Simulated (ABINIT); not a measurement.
# A GW chain in ABINIT: CsSrF3 (Pm-3m), part 2 of 3

Aim: the G0W0 gap of CsSrF3 (Pm-3m) on LDA, step by step.

ABINIT 10.8.3; LDA and many-body steps on it, plane waves. Known limits of the many-body steps: not at the basis limit; no spin-orbit coupling; coarse k mesh.

So far. Step 2 (Ground state): The gap is direct, at Γ.

## 3. Bands along the symmetry lines

Level of this step: DFT, LDA, plane waves, norm-conserving pseudopotentials (ABINIT).

Levels along a band path, at the cheap level, show where the edges lie and whether the meshes to come will hold them.

Contents of run.abi:

```
acell 3*1.0 Angstrom
rprim 
  4.763247010000 0.000000000000 0.000000000000
  0.000000000000 4.763247010000 0.000000000000
  0.000000000000 0.000000000000 4.763247010000
ntypat 3
znucl 55 38 9
natom 5
typat 1 2 3 3 3
xred 
  0.000000000000 0.000000000000 0.000000000000
  0.500000000000 0.500000000000 0.500000000000
  0.000000000000 0.500000000000 0.500000000000
  0.500000000000 0.000000000000 0.500000000000
  0.500000000000 0.500000000000 0.000000000000
pp_dirpath "pseudos"
pseudos "Cs.upf, Sr.upf, F.upf"
ecut 36
iscf -2
irdden 1
kptopt 0
nkpt 50
kpt 
  0.00000000 0.00000000 0.00000000
  0.00000000 0.06250000 0.00000000
  0.00000000 0.12500000 0.00000000
  0.00000000 0.18750000 0.00000000
  0.00000000 0.25000000 0.00000000
  0.00000000 0.31250000 0.00000000
  0.00000000 0.37500000 0.00000000
  0.00000000 0.43750000 0.00000000
  0.00000000 0.50000000 0.00000000
  0.06250000 0.50000000 0.00000000
  0.12500000 0.50000000 0.00000000
  0.18750000 0.50000000 0.00000000
  0.25000000 0.50000000 0.00000000
  0.31250000 0.50000000 0.00000000
  0.37500000 0.50000000 0.00000000
  0.43750000 0.50000000 0.00000000
  0.50000000 0.50000000 0.00000000
  0.43750000 0.43750000 0.00000000
  0.37500000 0.37500000 0.00000000
  0.31250000 0.31250000 0.00000000
  0.25000000 0.25000000 0.00000000
  0.18750000 0.18750000 0.00000000
  0.12500000 0.12500000 0.00000000
  0.06250000 0.06250000 0.00000000
  0.00000000 0.00000000 0.00000000
  0.06250000 0.06250000 0.06250000
  0.12500000 0.12500000 0.12500000
  0.18750000 0.18750000 0.18750000
  0.25000000 0.25000000 0.25000000
  0.31250000 0.31250000 0.31250000
  0.37500000 0.37500000 0.37500000
  0.43750000 0.43750000 0.43750000
  0.50000000 0.50000000 0.50000000
  0.43750000 0.50000000 0.43750000
  0.37500000 0.50000000 0.37500000
  0.31250000 0.50000000 0.31250000
  0.25000000 0.50000000 0.25000000
  0.18750000 0.50000000 0.18750000
  0.12500000 0.50000000 0.12500000
  0.06250000 0.50000000 0.06250000
  0.00000000 0.50000000 0.00000000
  0.50000000 0.50000000 0.50000000
  0.50000000 0.50000000 0.43750000
  0.50000000 0.50000000 0.37500000
  0.50000000 0.50000000 0.31250000
  0.50000000 0.50000000 0.25000000
  0.50000000 0.50000000 0.18750000
  0.50000000 0.50000000 0.12500000
  0.50000000 0.50000000 0.06250000
  0.50000000 0.50000000 0.00000000
istwfk *1
nband 27
nbdbuf 2
tolwfr 1e-08
nstep 40
prtwf 0
prtvol 0
indata_prefix "in"
outdata_prefix "out"
tmpdata_prefix "tmp"
```

Command:

```sh
> OMP_NUM_THREADS=1 mpirun -n 8 abinit run.abi > log
```

Numbers of over 12 decimals in the logs are rounded to 6 here.

The program printed:

```text
.Version 10.8.3 of ABINIT. v10.8.2 released Aug 2026.

 Symmetries : space group Pm -3 m (#221); Bravais cP (primitive cubic)
[... echo of the input left out ...]
== DATASET  1 ==================================================================
-   mpi_nproc: 8, omp_nthreads: 1 (-1 if OMP is not activated)

--- !DatasetInfo
iteration_state: {dtset: 1, }
dimensions: {natom: 5, nkpt: 50, mband: 27, nsppol: 1, nspinor: 1, nspden: 1, mpw: 7568, }
cutoff_energies: {ecut:  36.0, pawecutdg:  -1.0, }
electrons: {nelect:   4.00000000E+01, charge:   0.00000000E+00, occopt:   1.00000000E+00, tsmear:   1.00000000E-02, }

 Real(R)+Recip(G) space primitive vectors, cartesian coordinates (Bohr,Bohr^-1):
 R(1)=  9.0012323  0.0000000  0.0000000  G(1)=  0.1110959  0.0000000  0.0000000
 R(2)=  0.0000000  9.0012323  0.0000000  G(2)=  0.0000000  0.1110959  0.0000000
 R(3)=  0.0000000  0.0000000  9.0012323  G(3)=  0.0000000  0.0000000  0.1110959
 Unit cell volume ucvol=  7.2929949E+02 bohr^3
 Angles (23,13,12)=  9.00000000E+01  9.00000000E+01  9.00000000E+01 degrees

 getcut: wavevector=  0.0000  0.0000  0.0000  ngfft=  50  50  50
         ecut(hartree)=     36.000   => boxcut(ratio)=   2.05661

--- Pseudopotential description ------------------------------------------------
- Cs Generated using ONCVPSP code by D. R. Hamann
- 55.00000   9.00000  201201                  znucl, zion, pspdat
12 -1012 3 -1 2328                            pspcod,pspxc,lmax,lloc,mmax
     nproj     2     2     2     2
  pspatm : epsatm=   21.68725381
         --- l  ekb(1:nproj) -->
             0    6.247599    0.778427
             1    6.343167    0.797067
             2    3.778962    0.917083
[...]
pspatm: atomic psp has been read  and splines computed

- Sr Generated using ONCVPSP code by D. R. Hamann
- 38.00000  10.00000  180309                  znucl, zion, pspdat
12 -1012 2 -1 1812                            pspcod,pspxc,lmax,lloc,mmax
     nproj     2     2     2     0
  pspatm : epsatm=   12.22067766
         --- l  ekb(1:nproj) -->
[...]
pspatm: atomic psp has been read  and splines computed

- F Generated using ONCVPSP code by D. R. Hamann
-  9.00000   7.00000  201202                  znucl, zion, pspdat
12 -1012 2 -1 824                             pspcod,pspxc,lmax,lloc,mmax
     nproj     2     2     1     0
  pspatm : epsatm=    4.94580260
         --- l  ekb(1:nproj) -->
[...]
2   -2.364936
 pspatm: atomic psp has been read  and splines computed

--------------------------------------------------------------------------------

================================================================================
 prteigrs : about to open file out_EIG
 Non-SCF case, kpt    1 (  0.00000  0.00000  0.00000), residuals and eigenvalues=
  7.20E-09  6.05E-09  3.85E-09  6.33E-09  9.83E-09  6.15E-09  7.45E-09  9.43E-09
[...]
Non-SCF case, kpt   49 (  0.50000  0.50000  0.06250), residuals and eigenvalues=
[...]
Non-SCF case, kpt   50 (  0.50000  0.50000  0.00000), residuals and eigenvalues=
[...]
-4.6085E-02 -4.3854E-02 -2.3392E-02 -2.3392E-02 -1.0363E-02 -1.0363E-02
 -3.0448E-03 -2.5140E-03  2.9555E-01  3.1067E-01  3.2700E-01  3.2700E-01
[...]
--- !ResultsGS
iteration_state: {dtset: 1, }
comment   : Summary of ground state results
lattice_vectors:
- [  9.0012323,   0.0000000,   0.0000000, ]
- [  0.0000000,   9.0012323,   0.0000000, ]
- [  0.0000000,   0.0000000,   9.0012323, ]
lattice_lengths: [   9.00123,    9.00123,    9.00123, ]
lattice_angles: [ 90.000,  90.000,  90.000, ] # degrees, (23, 13, 12)
lattice_volume:   7.2929949E+02
convergence: {deltae:  0.000E+00, res2:  0.000E+00, residm:  9.972E-09, diffor:  0.000E+00, }
etotal    :  -1.31813706E+02
entropy   :   0.00000000E+00
fermie    :  -1.78983471E-03
cartesian_stress_tensor: null
pressure_GPa: null
xred      :
- [  0.0000E+00,   0.0000E+00,   0.0000E+00, Cs]
- [  5.0000E-01,   5.0000E-01,   5.0000E-01, Sr]
- [  0.0000E+00,   5.0000E-01,   5.0000E-01,  F]
- [  5.0000E-01,   0.0000E+00,   5.0000E-01,  F]
- [  5.0000E-01,   5.0000E-01,   0.0000E+00,  F]
cartesian_forces: null
force_length_stats: {min: null, max: null, mean: null, }

 Integrated electronic density in atomic spheres:
 ------------------------------------------------
 Atom  Sphere_radius  Integrated_density
[...]
================================================================================

 ----iterations are completed or convergence reached----

 Mean square residual over all n,k,spin=   68.582E-10; max=  99.716E-10
 reduced coordinates (array xred) for    5 atoms
[...]
cartesian coordinates (angstrom) at end:
    1      0.000000     0.000000     0.000000
    2      2.381624     2.381624     2.381624
    3      0.000000     2.381624     2.381624
    4      2.381624     0.000000     2.381624
    5      2.381624     2.381624     0.000000
 length scales=  1.889726125908  1.889726125908  1.889726125908 bohr
              =  1.000000000000  1.000000000000  1.000000000000 angstroms
 prteigrs : about to open file out_EIG
 Eigenvalues (hartree) for nkpt=  50  k points:
 kpt#   1, nband= 27, wtk=  1.00000, kpt=  0.0000  0.0000  0.0000 (reduced coord)
[...]
kpt#   2, nband= 27, wtk=  1.00000, kpt=  0.0000  0.0625  0.0000 (reduced coord)
[...]
kpt#   3, nband= 27, wtk=  1.00000, kpt=  0.0000  0.1250  0.0000 (reduced coord)
[...]
kpt#  49, nband= 27, wtk=  1.00000, kpt=  0.5000  0.5000  0.0625 (reduced coord)
[...]
0.39430    0.39600    0.39600
 kpt#  50, nband= 27, wtk=  1.00000, kpt=  0.5000  0.5000  0.0000 (reduced coord)
[...]
-0.17599   -0.17599   -0.16444   -0.04889   -0.04608   -0.04385   -0.02339   -0.02339
  -0.01036   -0.01036   -0.00304   -0.00251    0.29555    0.31067    0.32700    0.32700
   0.39359    0.39813    0.39813

== END DATASET(S) ==============================================================
================================================================================

 -outvars: echo values of variables after computation  --------
            nband          27
             nkpt          50
          spgroup         221
 [... the other variables as echoed above ...]

 Calculation completed.
```

Wall time 75 s (8 MPI ranks of Arm Neoverse N1, shared host); peak memory 0.7 GiB.

This step gave:

```
gap                        : 6.076 eV
k of the valence top       : 0, 0, 0
k of the conduction bottom : 0, 0, 0
least direct gap           : 6.076 eV
```

The gap is 6.076 eV, as in the run before at this level.

The electronic bands at the labelled points (eV, zero at the top of the highest filled band):

| point | band 17 | band 18 | band 19 | band 20 | band 21 | band 22 | band 23 | band 24 |
| --- | --- | --- | --- | --- | --- | --- | --- | --- |
| Γ | -0.26 | 0.00 | 0.00 | 0.00 | 6.08 | 7.63 | 7.63 | 8.57 |
| halfway | -0.33 | -0.33 | -0.01 | -0.01 | 6.84 | 8.00 | 8.28 | 8.87 |
| X | -0.40 | -0.40 | -0.01 | -0.01 | 7.75 | 8.45 | 9.08 | 9.40 |
| halfway | -0.35 | -0.32 | -0.11 | -0.03 | 8.22 | 8.54 | 9.08 | 9.10 |
| M | -0.23 | -0.23 | -0.03 | -0.02 | 8.09 | 8.50 | 8.95 | 8.95 |
| halfway | -0.41 | -0.28 | -0.13 | -0.02 | 7.44 | 8.37 | 8.77 | 8.81 |
| Γ | -0.26 | 0.00 | 0.00 | 0.00 | 6.08 | 7.63 | 7.63 | 8.57 |
| halfway | -0.56 | -0.18 | -0.18 | -0.17 | 7.94 | 8.83 | 8.83 | 9.14 |
| R | -0.62 | -0.01 | -0.01 | -0.01 | 8.41 | 8.41 | 8.41 | 10.33 |
| halfway | -0.53 | -0.23 | -0.13 | -0.12 | 8.43 | 8.80 | 9.01 | 9.08 |
| X | -0.40 | -0.40 | -0.01 | -0.01 | 7.75 | 8.45 | 9.08 | 9.40 |
| jump to R | -0.62 | -0.01 | -0.01 | -0.01 | 8.41 | 8.41 | 8.41 | 10.33 |
| halfway | -0.60 | -0.13 | -0.13 | -0.02 | 8.28 | 8.72 | 8.72 | 9.17 |
| M | -0.23 | -0.23 | -0.03 | -0.02 | 8.09 | 8.50 | 8.95 | 8.95 |

## 4. Empty states on the mesh, 2×2×2 mesh, 99 bands

The sums over transitions need many empty states on a uniform mesh; this step solves for them.

Contents of run.abi:

```
acell 3*1.0 Angstrom
rprim 
  4.763247010000 0.000000000000 0.000000000000
  0.000000000000 4.763247010000 0.000000000000
  0.000000000000 0.000000000000 4.763247010000
ntypat 3
znucl 55 38 9
natom 5
typat 1 2 3 3 3
xred 
  0.000000000000 0.000000000000 0.000000000000
  0.500000000000 0.500000000000 0.500000000000
  0.000000000000 0.500000000000 0.500000000000
  0.500000000000 0.000000000000 0.500000000000
  0.500000000000 0.500000000000 0.000000000000
pp_dirpath "pseudos"
pseudos "Cs.upf, Sr.upf, F.upf"
ecut 36
ngkpt 2 2 2
nshiftk 1
shiftk 0 0 0
kptopt 1
chksymbreak 0
iscf -2
irdden 1
istwfk *1
nband 99
nbdbuf 8
tolwfr 1e-09
nstep 60
prtvol 0
indata_prefix "in"
outdata_prefix "out"
tmpdata_prefix "tmp"
```

Command:

```sh
> OMP_NUM_THREADS=2 mpirun -n 4 abinit run.abi > log
```

The program printed:

```text
.Version 10.8.3 of ABINIT. v10.8.2 released Aug 2026.

 Symmetries : space group Pm -3 m (#221); Bravais cP (primitive cubic)
[... echo of the input left out ...]
== DATASET  1 ==================================================================
-   mpi_nproc: 4, omp_nthreads: 2 (-1 if OMP is not activated)

--- !DatasetInfo
iteration_state: {dtset: 1, }
dimensions: {natom: 5, nkpt: 4, mband: 99, nsppol: 1, nspinor: 1, nspden: 1, mpw: 7568, }
cutoff_energies: {ecut:  36.0, pawecutdg:  -1.0, }
electrons: {nelect:   4.00000000E+01, charge:   0.00000000E+00, occopt:   1.00000000E+00, tsmear:   1.00000000E-02, }

 Real(R)+Recip(G) space primitive vectors, cartesian coordinates (Bohr,Bohr^-1):
 R(1)=  9.0012323  0.0000000  0.0000000  G(1)=  0.1110959  0.0000000  0.0000000
 R(2)=  0.0000000  9.0012323  0.0000000  G(2)=  0.0000000  0.1110959  0.0000000
 R(3)=  0.0000000  0.0000000  9.0012323  G(3)=  0.0000000  0.0000000  0.1110959
 Unit cell volume ucvol=  7.2929949E+02 bohr^3
 Angles (23,13,12)=  9.00000000E+01  9.00000000E+01  9.00000000E+01 degrees

 getcut: wavevector=  0.0000  0.0000  0.0000  ngfft=  50  50  50
         ecut(hartree)=     36.000   => boxcut(ratio)=   2.05661

--- Pseudopotential description ------------------------------------------------
- Cs Generated using ONCVPSP code by D. R. Hamann
- 55.00000   9.00000  201201                  znucl, zion, pspdat
12 -1012 3 -1 2328                            pspcod,pspxc,lmax,lloc,mmax
     nproj     2     2     2     2
  pspatm : epsatm=   21.68725381
         --- l  ekb(1:nproj) -->
             0    6.247599    0.778427
             1    6.343167    0.797067
             2    3.778962    0.917083
[...]
pspatm: atomic psp has been read  and splines computed

- Sr Generated using ONCVPSP code by D. R. Hamann
- 38.00000  10.00000  180309                  znucl, zion, pspdat
12 -1012 2 -1 1812                            pspcod,pspxc,lmax,lloc,mmax
     nproj     2     2     2     0
  pspatm : epsatm=   12.22067766
         --- l  ekb(1:nproj) -->
[...]
pspatm: atomic psp has been read  and splines computed

- F Generated using ONCVPSP code by D. R. Hamann
-  9.00000   7.00000  201202                  znucl, zion, pspdat
12 -1012 2 -1 824                             pspcod,pspxc,lmax,lloc,mmax
     nproj     2     2     1     0
  pspatm : epsatm=    4.94580260
         --- l  ekb(1:nproj) -->
[...]
2   -2.364936
 pspatm: atomic psp has been read  and splines computed

--------------------------------------------------------------------------------

================================================================================
 prteigrs : about to open file out_EIG
 Non-SCF case, kpt    1 (  0.00000  0.00000  0.00000), residuals and eigenvalues=
  2.38E-10  1.43E-10  1.10E-10  2.29E-10  2.46E-10  9.88E-11  1.44E-10  6.71E-10
  1.06E-10  2.19E-10  6.43E-10  2.01E-10  5.12E-10  7.98E-10  5.64E-10  8.47E-10
  9.65E-10  1.04E-10  6.40E-10  9.69E-10  2.95E-10  5.32E-10  7.27E-10  1.59E-10
[...]
-1.0895E+00 -6.8337E-01 -6.8010E-01 -6.8010E-01 -6.5291E-01 -4.3974E-01
 -4.3974E-01 -4.3974E-01 -1.6924E-01 -1.6924E-01 -1.6924E-01 -1.3834E-02
 -1.3834E-02 -1.3834E-02 -1.1171E-02 -1.1171E-02 -1.1171E-02 -1.7898E-03
[...]
1.3424E+00  1.3424E+00  1.3881E+00  1.3881E+00  1.3881E+00  1.4489E+00
  1.4489E+00  1.4792E+00  1.4792E+00  1.4792E+00  1.4836E+00  1.4836E+00
[...]
prteigrs : prtvol=0 or 1, do not print more k-points.

--- !ResultsGS
iteration_state: {dtset: 1, }
comment   : Summary of ground state results
lattice_vectors:
- [  9.0012323,   0.0000000,   0.0000000, ]
- [  0.0000000,   9.0012323,   0.0000000, ]
- [  0.0000000,   0.0000000,   9.0012323, ]
lattice_lengths: [   9.00123,    9.00123,    9.00123, ]
lattice_angles: [ 90.000,  90.000,  90.000, ] # degrees, (23, 13, 12)
lattice_volume:   7.2929949E+02
convergence: {deltae:  0.000E+00, res2:  0.000E+00, residm:  9.978E-10, diffor:  0.000E+00, }
etotal    :  -1.31813706E+02
entropy   :   0.00000000E+00
fermie    :  -1.78983471E-03
cartesian_stress_tensor: null
pressure_GPa: null
xred      :
- [  0.0000E+00,   0.0000E+00,   0.0000E+00, Cs]
- [  5.0000E-01,   5.0000E-01,   5.0000E-01, Sr]
- [  0.0000E+00,   5.0000E-01,   5.0000E-01,  F]
- [  5.0000E-01,   0.0000E+00,   5.0000E-01,  F]
- [  5.0000E-01,   5.0000E-01,   0.0000E+00,  F]
cartesian_forces: null
force_length_stats: {min: null, max: null, mean: null, }

 Integrated electronic density in atomic spheres:
 ------------------------------------------------
 Atom  Sphere_radius  Integrated_density
[...]
================================================================================

 ----iterations are completed or convergence reached----

 Mean square residual over all n,k,spin=   45.955E-11; max=  99.781E-11
 reduced coordinates (array xred) for    5 atoms
[...]
0.500000000000      0.500000000000      0.000000000000

 cartesian coordinates (angstrom) at end:
    1      0.000000     0.000000     0.000000
    2      2.381624     2.381624     2.381624
    3      0.000000     2.381624     2.381624
    4      2.381624     0.000000     2.381624
    5      2.381624     2.381624     0.000000
 length scales=  1.889726125908  1.889726125908  1.889726125908 bohr
              =  1.000000000000  1.000000000000  1.000000000000 angstroms
 prteigrs : about to open file out_EIG
 Eigenvalues (hartree) for nkpt=   4  k points:
 kpt#   1, nband= 99, wtk=  0.12500, kpt=  0.0000  0.0000  0.0000 (reduced coord)
[...]
1.31845    1.31845    1.31845    1.34243    1.34243    1.34243    1.38808    1.38808
   1.38808    1.44895    1.44895    1.47922    1.47922    1.47922    1.48363    1.48363
   1.55987    1.55990    1.56093
 prteigrs : prtvol=0 or 1, do not print more k-points.

== END DATASET(S) ==============================================================
================================================================================

 -outvars: echo values of variables after computation  --------
            nband          99
             nkpt           4
          spgroup         221
 [... the other variables as echoed above ...]

 Calculation completed.
```

Elapsed: 35 s, on 4 MPI ranks; peak memory 0.36 GiB.

This step gave:

* gap: 6.076 eV
* k of the valence top: 0, 0, 0
* k of the conduction bottom: 0, 0, 0
* least direct gap: 6.076 eV
* k points computed: 4
* lowest point of the top converged band, above the valence top: 39.48 eV

On this mesh the gap is 6.076 eV.

## 5. Screening, 2×2×2 mesh, 91 bands, screening to 106.1 eV

The RPA dielectric matrix is built and inverted for each q.

This step: RPA screening on LDA, plane waves, norm-conserving pseudopotentials.

Edit run.abi of step 4 so:

```diff
@@ -23,10 +23,11 @@
 chksymbreak 0
-iscf -2
-irdden 1
 istwfk *1
-nband 99
-nbdbuf 8
-tolwfr 1e-09
-nstep 60
-prtvol 0
+occopt 1
+irdwfk 1
+optdriver 3
+nband 91
+ecuteps 3.9
+inclvkb 2
+awtr 1
+symchi 1
 indata_prefix "in"
```

Command:

```sh
> OMP_NUM_THREADS=1 mpirun -n 8 abinit run.abi > log
```

The program printed:

```text
.Version 10.8.3 of ABINIT. v10.8.2 released Aug 2026.

 Symmetries : space group Pm -3 m (#221); Bravais cP (primitive cubic)
[... echo of the input left out ...]
== DATASET  1 ==================================================================
-   mpi_nproc: 8, omp_nthreads: 1 (-1 if OMP is not activated)

--- !DatasetInfo
iteration_state: {dtset: 1, }
dimensions: {natom: 5, nkpt: 4, mband: 91, nsppol: 1, nspinor: 1, nspden: 1, mpw: 7568, }
cutoff_energies: {ecut:  36.0, pawecutdg:  -1.0, }
electrons: {nelect:   4.00000000E+01, charge:   0.00000000E+00, occopt:   1.00000000E+00, tsmear:   1.00000000E-02, }

 SCREENING: Calculation of the susceptibility and dielectric matrices

 Based on a program developped by R.W. Godby, V. Olevano, G. Onida, and L. Reining.
 Incorporated in ABINIT by V. Olevano, G.-M. Rignanese, and M. Torrent.
.Using double precision arithmetic ; gwpc =  8

[... cell and pseudopotentials left out ...]
--------------------------------------------------------------------------------

 ==== K-mesh for the wavefunctions ====
 Number of points in the irreducible wedge :     4
[... list of points left out ...]
 Together with 48 symmetry operations and time-reversal symmetry
 yields     8 points in the full Brillouin Zone.

 ==== Q-mesh for the screening function ====
 Number of points in the irreducible wedge :     4
[... list of points left out ...]
 Together with 48 symmetry operations and time-reversal symmetry
 yields     8 points in the full Brillouin Zone.

 setmesh: FFT mesh size selected  =    36x   36x   36
          total number of points  =        46656

 vcoul_init : cutoff-mode = AUXILIARY_FUNCTION
 q-points for optical limit:   1
     1)      0.000010    0.000020    0.000030

- screening: taking advantage of time-reversal symmetry
- Maximum band index for partially occupied states nbvw = 20
- Remaining bands to be divided among processors   nbcw = 71
- Number of bands treated by each node ~8

 Number of electrons calculated from density =   40.0000; Expected =   40.0000
 average of density, n =  0.054847
 r_s =    1.6327
 omega_plasma =   22.5909 [eV]

 calculating chi0 at frequencies [eV] :
  1    0.000000E+00    0.000000E+00
  2    0.000000E+00    2.259085E+01

--------------------------------------------------------------------------------
  q-point number  1        q = ( 0.000000, 0.000000, 0.000000) [r.l.u.]
--------------------------------------------------------------------------------
[... chi0 elements left out ...]
 For q-point:  0.000010 0.000020 0.000030
  dielectric constant =   2.2685
  dielectric constant without local fields =   2.5149

  Average fulfillment of the sum rule on Im[epsilon] for q-point    1 :     46.08  [%]
[... wings left out ...]
  q-point number  2        q = ( 0.500000, 0.000000, 0.000000) [r.l.u.]
--------------------------------------------------------------------------------
[... chi0 elements left out ...]
  Average fulfillment of the sum rule on Im[epsilon] for q-point    2 :     54.53  [%]

 [... 2 further q-points ...]
```

Wall time 18 s (8 MPI ranks); peak memory 2 GiB; 2.4 min of CPU time.

Numbers from this step:

```
ε∞ with local fields, on this mesh, along the program's q direction : 2.268
the same without local fields                                       : 2.515
plasma frequency                                                    : 22.59 eV
plane waves in the screening matrix                                 : 257
```

Local fields lower ε∞ by 10 %. On a Γ-centred mesh this coarse the value itself is usually too large, while a short band sum pulls it down.

(Continued in part 3 of 3.)

[Paths, hosts, dates, memory and timing lines, banners, echoed tables and standing remarks are left out of the program output.]

[Logs are printed without paths, hosts, clocks, repeated set-up lines and the standing remarks that a program may print on its own settings, such as how far it seeks lower states.]

[Runs of the session that timed out or met a known fault of the program may be left out.]

[Hosts, paths, dates, database ids (printed as entryN), source tags and the programs' standing remarks are cut or masked in the printed files.]

[G0W0 gaps are taken among the corrected bands and points alone; a level outside them can change the order at an edge.]

[Where Ansatz stands beside ABINIT at settings called matched, ABINIT's density can come from a denser mesh and the files from another edition; pairs whose starting gaps differed by over 0.03 eV were left out, so agreement reads better than it is.]
